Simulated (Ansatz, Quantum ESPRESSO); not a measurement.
# Complex bands of BP, zinc blende type, lattice constant set to 4.637 Å, part 2 of 2

Wanted: the complex band structure of BP, zinc blende type, lattice constant set to 4.637 Å, as for a tunnel barrier.

Quantum ESPRESSO 7.5; plane-wave DFT, LDA, GBRV ultrasoft pseudopotentials; cross-check by Ansatz 0.2.0 with PAW datasets.

So far. Step 2 (SCF with pw.x): The run needed 9 iterations to bring the estimated error under 1e-09 Ry.

### Step 5. The same in Ansatz

A second code with its own PAW datasets, on the same atoms.

Level of this step: plane-wave DFT, LDA, Ansatz PAW (Ansatz 0.2.0).

Contents of input.yaml:

```yaml
crystal:
  lattice:
    - [3.2788541444, 0.0, 0.0]
    - [0.0, 3.2788541444, 0.0]
    - [0.0, 0.0, 4.637]
  atoms:
    - { symbol: B, position: [0.0, 0.0, 0.0] }
    - { symbol: P, position: [0.5, 0.0, 0.25] }
    - { symbol: B, position: [0.5, 0.5, 0.5] }
    - { symbol: P, position: [0.0, 0.5, 0.75] }
kpoints:
  mp_grid: { grid: [8, 8, 6] }
hamiltonian:
  xc: lda
scf:
  occupations: { method: fixed }
  convergence: { dr2_threshold: 1.0e-09 }
output:
  transmission:
    leads: [[0, 0]]
    kpoints: [[0, 0], [0.5, 0], [0.5, 0.5], [0.25, 0]]
    e_range: [-1.92, 4.48]
    de: 0.16
```

The run is started by

```
$ ansatz run input.yaml --threads 2 --pin off --max-ram 4096MiB --backend cpu --events-out ev --progress --plain --runs-dir out
```

The job ended after 28 s (2 threads of Arm Neoverse N1, shared host; peak memory 0.34 GiB; 25 s of CPU time).

Read from the output:

| Property | Result |
| --- | --- |
| free energy | -1753.0571 eV |
| gap by band count | 1.261 eV |
| symmetry operations | 16 |
| slowest decay at the grid energy nearest mid-gap | 0.1844 Å⁻¹ |
| peak of the smallest κ at the zone centre | 0.2091 Å⁻¹ |
| peak of the smallest κ at (1/2, 0) | 0.2878 Å⁻¹ |
| peak of the smallest κ at (1/4, 0) | 0.2869 Å⁻¹ |
| valence top, on the run's zero | 8.197 eV |

K across = (0, 0) in the cell's reciprocal vectors; values within 0.0025 1/Å of each other count once, columns are sorted by size at each energy, a dash where no further value was kept. Im kz of the slowest decaying states against energy, zero at the highest filled level of the SCF mesh:

```
energy (eV)  decay 1 (Å⁻¹)  decay 2 (Å⁻¹)  decay 3 (Å⁻¹)
      -1.92          0.955              -              -
      -1.60          0.906              -              -
      -1.28          0.855              -              -
      -0.96          0.800              -              -
      -0.64          0.741              -              -
      -0.32          0.677              -              -
      -0.16          0.643              -              -
       0.00        0.00285          0.606              -
       0.16          0.102          0.113          0.567
       0.48          0.166          0.192          0.479
       0.80          0.199          0.241          0.370
       1.12          0.205          0.217          0.278
       1.44         0.0375          0.224          0.307
       1.76          0.223          0.330              -
       2.08          0.214          0.349              -
       2.40          0.195          0.364              -
       2.72          0.165          0.377              -
       2.88          0.143          0.383              -
       3.20         0.0683          0.395              -
       3.52          0.173          0.407              -
       3.84          0.242          0.421           1.48
       4.16          0.272          0.437           1.45
       4.48          0.283          0.454           1.43
```

K across = (0, 0) in the cell's reciprocal vectors. The Re kz of states that move upwards by energy, zero at the highest filled level of the SCF mesh:

```
energy (eV)  channel 1 (Å⁻¹)  channel 2 (Å⁻¹)  channel 3 (Å⁻¹)
      -1.92           -0.519           -0.519           -0.450
      -1.60           -0.447           -0.447           -0.403
      -1.28           -0.378           -0.378           -0.353
      -0.96           -0.309           -0.309           -0.300
      -0.64           -0.240           -0.238           -0.238
      -0.32           -0.166           -0.159           -0.159
      -0.16           -0.116           -0.109           -0.109
       0.00                -                -                -
       0.16                -                -                -
       0.48                -                -                -
       0.80                -                -                -
       1.12                -                -                -
       1.44            0.496                -                -
       1.76            0.101            0.668                -
       2.08           -0.557            0.204                -
       2.40           -0.441            0.285                -
       2.72           -0.327            0.353                -
       2.88           -0.266            0.384                -
       3.20           -0.113            0.442                -
       3.52            0.119            0.119            0.495
       3.84            0.189            0.189            0.544
       4.16            0.246            0.246            0.590
       4.48            0.297            0.297            0.634
```

K across = (1/2, 0) in the cell's reciprocal vectors; values within 0.0025 1/Å of each other count once, columns are sorted by size at each energy, a dash where no further value was kept. The Im kz of the slowest decaying states by energy, zero at the highest filled level of the SCF mesh:

```
energy (eV)  decay 1 (Å⁻¹)  decay 2 (Å⁻¹)  decay 3 (Å⁻¹)
      -1.92          0.315           1.33              -
      -1.60         0.0648          0.253           1.30
      -1.28          0.150          0.488           1.26
      -0.96          0.196          0.571           1.22
      -0.64          0.227          0.615           1.18
      -0.32          0.250          0.638           1.14
      -0.16          0.259          0.645           1.12
       0.00          0.267          0.650           1.10
       0.16          0.273          0.652           1.07
       0.48          0.282          0.652           1.03
       0.80          0.287          0.646          0.982
       1.12          0.287          0.635          0.933
       1.44          0.284          0.620          0.881
       1.76          0.275          0.600          0.825
       2.08          0.261          0.577          0.764
       2.40          0.240          0.549          0.697
       2.72          0.209          0.517          0.621
       2.88          0.188          0.499          0.578
       3.20          0.122          0.458          0.473
       3.52          0.315          0.410              -
       3.84         0.0704          0.351              -
       4.16          0.184          0.274              -
       4.48          0.154          0.171              -
```

K across = (1/2, 1/2) in the cell's reciprocal vectors; values within 0.0025 1/Å of each other count once, columns are sorted by size at each energy, a dash where no further value was kept. Im kz of the slowest decaying states against energy, zero at the highest filled level of the SCF mesh:

```
energy (eV)  decay 1 (Å⁻¹)  decay 2 (Å⁻¹)
      -1.92          0.322              -
      -1.76          0.324              -
      -1.44          0.324              -
      -1.28          0.323              -
      -0.96          0.317              -
      -0.80          0.313              -
      -0.64          0.307              -
      -0.32          0.292          0.295
      -0.16          0.283          0.286
       0.00          0.272          0.277
       0.32          0.246          0.254
       0.48          0.231          0.241
       0.80          0.192          0.209
       0.96          0.167          0.189
       1.12          0.136          0.165
       1.44         0.0970              -
       1.60              -              -
       1.76              -              -
       2.08              -              -
       2.24              -              -
       2.56              -              -
       2.72              -              -
       2.88              -              -
       3.20              -              -
       3.36              -              -
       3.52              -              -
       3.84              -              -
       4.00              -              -
       4.32              -              -
       4.48              -              -
```

K across = (1/4, 0) in the cell's reciprocal vectors; values within 0.0025 1/Å of each other count once, columns are sorted by size at each energy, a dash where no further value was kept. Table of Im kz of the slowest decaying states by energy, zero at the highest filled level of the SCF mesh:

```
energy (eV)  decay 1 (Å⁻¹)  decay 2 (Å⁻¹)  decay 3 (Å⁻¹)
      -1.92           1.07           1.42              -
      -1.60           1.03           1.39              -
      -1.28          0.980           1.36           1.50
      -0.96         0.0750          0.934           1.32
      -0.64          0.159          0.885           1.29
      -0.32          0.124          0.204          0.833
      -0.16          0.193          0.221          0.806
       0.00          0.235          0.238          0.778
       0.16          0.247          0.273          0.749
       0.48          0.266          0.324          0.688
       0.80          0.278          0.359          0.620
       1.12          0.285          0.383          0.543
       1.44          0.287          0.398          0.451
       1.76          0.284          0.333          0.405
       2.08          0.123          0.276          0.405
       2.40          0.262          0.396          0.923
       2.72          0.241          0.378          0.882
       2.88          0.226          0.365          0.862
       3.20          0.187          0.327          0.822
       3.52          0.112          0.267          0.785
       3.84         0.0897          0.162          0.751
       4.16          0.110          0.685          0.719
       4.48          0.131          0.609          0.691
```

### Step 6. A check by hand

T falls as exp(−2κd). With κ = 0.183 1/Å, 10 Å of barrier pass exp(−2 × 0.183 × 10) = 0.026 of that channel, interfaces aside.

### Step 7. What came out

```yaml
gap_on_the_scf_mesh: 1.26 eV
smallest_kappa_at_mid_gap_among_the_four_k_points_at_the_zone_centre: 0.183 Å⁻¹
peak_of_the_smallest_kappa_in_the_stop_band_at_the_zone_centre: 0.209 Å⁻¹
peak_of_the_smallest_kappa_in_the_stop_band_at_1_over_2_0: 0.288 Å⁻¹
peak_of_the_smallest_kappa_in_the_stop_band_at_1_over_4_0: 0.287 Å⁻¹
energy_of_the_peak_at_the_zone_centre_over_the_highest_filled_level: 0.96 eV
peak_at_the_zone_centre_by_ansatz: 0.209 Å⁻¹
```

**Reading.** With a gap of 1.26 eV on the mesh, the smallest κ at mid-gap among the four k points, at the zone centre is 0.183 Å⁻¹ (LDA, GBRV ultrasoft). For a barrier with the Fermi level at mid-gap the slowest state found, at the zone centre, loses a factor of ten in probability every 6.3 Å or so. Stop bands away from the zone centre are mostly wider than the gap, so their peaks can lie above the conduction bottom. At the zone centre pwcond's peak is 0.209 and Ansatz's 0.209 1/Å, 0 % apart. The cell is the a/√2 one, turned by 45°, with two primitive cells, so X along [001] folds onto kz = 0. A semilocal gap is too small, often by a third to a half and by more in narrow-gap crystals, so real barriers decay faster.

[Logs are printed without paths, hosts, clocks, repeated set-up lines and the standing remarks that a program may print on its own settings, such as how far it seeks lower states.]

[Hosts, paths, dates, database ids (printed as entryN), source tags and the programs' standing remarks are cut or masked in the printed files.]

[Maps of the electrostatic potential energy from Ansatz leave out the sawtooth potential of an applied field or a dipole correction, so their vacuum need not be flat; planar profiles and work functions include it.]
